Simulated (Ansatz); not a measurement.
# How glassy 55SiO2-9Al2O3-9FeO-9MgO-14CaO-5Na2O (mol %) changes with quench rate

Does a slower quench leave a cell of lower energy?

Computed with Ansatz 0.2.0: Kohn-Sham DFT, PBE, PAW (set soft_2). Every run is a single point, with the atoms held where the recipe put them (cutoff of the plane-wave runs 420 eV, fermi-dirac smearing of 0.025 eV, spin polarised).

First member: 63 atoms (12 Si, 4 Al, 2 Fe, 2 Mg, 3 Ca, 2 Na, 38 O) placed at random at 2.67 g/cm³, melted at 3000 K for 20 ps at fixed volume with the Buckingham and Coulomb pair potential of Guillot and Sator (Geochim. Cosmochim. Acta 71, 1249 (2007)) with the boron terms of Wang et al. (J. Non-Cryst. Solids 498, 294 (2018)). Quenched from 3000 K to 300 K at 10 K/ps and fixed volume, held 10 ps at zero pressure.

Last member: 63 atoms (12 Si, 4 Al, 2 Fe, 2 Mg, 3 Ca, 2 Na, 38 O) placed at random at 2.67 g/cm³, melted at 3000 K for 20 ps at fixed volume with the Buckingham and Coulomb pair potential of Guillot and Sator (Geochim. Cosmochim. Acta 71, 1249 (2007)) with the boron terms of Wang et al. (J. Non-Cryst. Solids 498, 294 (2018)). Quenched from 3000 K to 300 K at 1000 K/ps and fixed volume, held 10 ps at zero pressure.

The members:

```tsv
quench rate (K/ps)	reduced formula	atoms	valence electrons	k-mesh	basis	density (g/cm³)
10	Na2Ca3Mg2Al4Fe2Si12O38	63	388	2×2×2	plane waves	2.77
30	Na2Ca3Mg2Al4Fe2Si12O38	63	388	2×2×2	plane waves	2.87
100	Na2Ca3Mg2Al4Fe2Si12O38	63	388	2×2×2	plane waves	2.78
300	Na2Ca3Mg2Al4Fe2Si12O38	63	388	2×2×2	plane waves	2.89
1000	Na2Ca3Mg2Al4Fe2Si12O38	63	388	2×2×2	plane waves	2.84
```

Each cell is one sample from a classical run, so sample-to-sample scatter enters every column; pressures lack the kinetic term.

The input of the first member, without its atom lines; other members have their own cell and atoms, and may differ in mesh, basis and outputs:

```yaml
crystal:
  lattice:
    - [9.38109, 0.0, 0.0]
    - [0.0, 9.38109, 0.0]
    - [0.0, 0.0, 9.38109]
  atoms:
    [... 63 lines ...]
magnetization:
  spin_polarized: true
kpoints:
  mp_grid: { grid: [2, 2, 2] }
hamiltonian:
  xc: pbe
scf:
  occupations: { method: fermi_dirac, width: 0.025 }
  lower_state_search: "off"
output:
  forces: true
  stress: true
  populations: true
  dos:
    method: { smearing: { sigma: 0.15 } }
    de: 0.1
    projected: { site_lists: { Al: [Al], Ca: [Ca], Fe: [Fe], Mg: [Mg], Na: [Na] } }
  eigenvalues: true
  write_density: true
  write_potential: true
  volumetric_format: npy
```

Results; charges are mean Löwdin charges in e:

```tsv
quench rate (K/ps)	energy less the first member's (meV/atom)	pressure (GPa)	r.m.s. force (eV/Å)	gap (eV)	moment (μB)	q(Fe)	q(Al)	q(Mg)
10	0.0	0.751	0.996	0.217	-8.00	+1.26	+1.27	+1.64
30	54.3	2.35	1.09	-	-8	+1.21	+1.28	+1.63
100	8.5	1.73	0.989	0.199	-8.00	+1.24	+1.28	+1.65
300	74.1	2.36	1.21	0.203	-8.00	+1.21	+1.24	+1.63
1000	37.4	2.95	1.16	-	-8.00	+1.23	+1.26	+1.65
```

The gap is that between the highest filled and lowest empty Kohn-Sham level on the run's k-points; tail or defect levels can set it, and semilocal functionals tend to put gaps under measured ones. A dash for the gap marks partly filled levels at the Fermi energy, or a mesh that can't show the gap. The projection misses up to 0.069 e an atom, so the charges add up to more than the cell's charge.

Cost on 8 threads of Arm Neoverse V2, shared host:

```tsv
quench rate (K/ps)	atoms	basis	k-mesh	SCF cycles	time	host memory (GiB)
10	63	plane waves	2×2×2	44	2.2 min	7.8
30	63	plane waves	2×2×2	43	2.3 min	7.6
100	63	plane waves	2×2×2	41	2 min	7.8
300	63	plane waves	2×2×2	51	2.4 min	7.6
1000	63	plane waves	2×2×2	36	2 min	7.7
```

Times include the outputs that each run asked for, on hosts shared with other jobs.

The energy against the first member is lowest at 10 K/ps (0.0 meV/atom) and highest at 300 K/ps (74.1 meV/atom), with no steady trend; each member is a single configuration. The slowest quench gives the lowest energy. Among the members without partly filled levels, the gap is lowest at 100 K/ps (0.199 eV) and highest at 10 K/ps (0.217 eV), with no steady trend; in single samples it varies with the configuration. Spacings this small show no gap at this level, for cells that DFT hasn't relaxed. The mean charge on Fe lies between +1.21 and +1.26 e, with no steady trend. The pressure is lowest at 10 K/ps (0.75 GPa) and highest at 1000 K/ps (2.9 GPa), rising overall but not at every step. 2 of the 5 members have partly filled levels at the Fermi energy, where the frontier levels stand at most 0.17 eV apart and the tails of the smearing reach across.

**Limits.** Without a Hubbard term or exact exchange, open shells on Fe are likely too delocalised. In the spin-polarised runs the search for a state of lower energy was switched off. The network of bonds at the start is that of the classical potential that made the cell, and needn't be the one that DFT or experiment would give. The cells aren't relaxed by DFT, which could reorder their energies. The starting order of the moments was set by the recipe and needn't be the real material's. Even the slowest of these quenches is many orders faster than a laboratory quench.

[Logs are printed without paths, hosts, clocks, repeated set-up lines and the standing remarks that a program may print on its own settings, such as how far it seeks lower states.]

[Hosts, paths, dates, database ids (printed as entryN), source tags and the programs' standing remarks are cut or masked in the printed files.]
